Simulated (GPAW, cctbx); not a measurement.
# By hand: from a DFT structure factor to an extinction distance in W with Re on a W site

W with Re on a W site, Pm-3m (no. 221), a = 6.3421 Å, b = 6.3421 Å, c = 6.3421 Å, α = 90.00°, β = 90.00°, γ = 90.00°.

| atom | mult. | x | y | z |
| --- | --- | --- | --- | --- |
| Re1 | 1 | 0 | 0 | 0 |
| W1 | 8 | 0.2502 | 0.2502 | 0.2502 |
| W2 | 3 | 0 | 0 | 1/2 |
| W3 | 3 | 0 | 1/2 | 1/2 |
| W4 | 1 | 1/2 | 1/2 | 1/2 |

The cell is our own: W with Re on a W site, neutral, in a cell of 16 atoms, repeated periodically, so this is a dense ordered array of defects; cell and atoms are relaxed.

A DFT run (GPAW, PBE, 450 eV, 3×3×3 k-points, Fermi–Dirac width 0.1 eV, spin-polarised) gives the static X-ray structure factor of 022 as 970.884 e for the conventional cell; superposed free atoms give 973.101 e. **Problem.** Find the Fourier component V of the crystal potential and the two-beam extinction distance at 120 kV in both cases.

**1. Geometry**

The cell volume is Ω = 255.09 Å³ and d(022) = 2.2423 Å, so g = 1/d = 0.4460 Å⁻¹.

**2. The nuclei**

Electrons feel nuclei as well as electrons, so the nuclear charges are summed with the same phases.

Phase sums Σ exp(2πi h·x), turned so that the total is real and positive: Re +1.000, W +15.000. Then F_Z = 75 × (+1.000) + 74 × (+15.000) = 1184.99 e. The electron term has the same sign for this reflection.

**3. Mott–Bethe**

Poisson's equation, term by term, gives V = (e/4πε₀)(F_Z − F)/(πΩg²), with e/4πε₀ = 14.3996 V Å.

The prefactor is 14.3996 × 2.2423²/(π × 255.09) = 0.09034 V per electron. Free atoms: (1184.99 − 973.101) × 0.09034 = 19.143 V. Crystal: (1184.99 − 970.884) × 0.09034 = 19.343 V. F changes by -0.23 % and V by +1.0 %: the same 2.22 e is measured against F_Z − F = 211.9 e in place of F = 973.1 e.

**4. Extinction distance**

In the two-beam case ξ = 1/(λU) with U = 2γm₀eV/h², that is ξ = 150.41 V Å²/(γλV).

At 120 kV, λ = 0.03349 Å and γ = 1.2348. Free atoms: ξ = 190 Å. Crystal: ξ = 188 Å. The thickness fringes go as sin²(πt/ξ), so the two patterns slip by a quarter of a period when t|1/ξ₁ − 1/ξ₀| = 1/4, at t ≈ 454 nm. Thermal motion, absorption and many-beam coupling, left out here, change a real pattern.

**5. Answer**

V(022) is 19.34 V against 19.14 V, and ξ is 188 against 190 Å. Limits: static atoms, two beams.
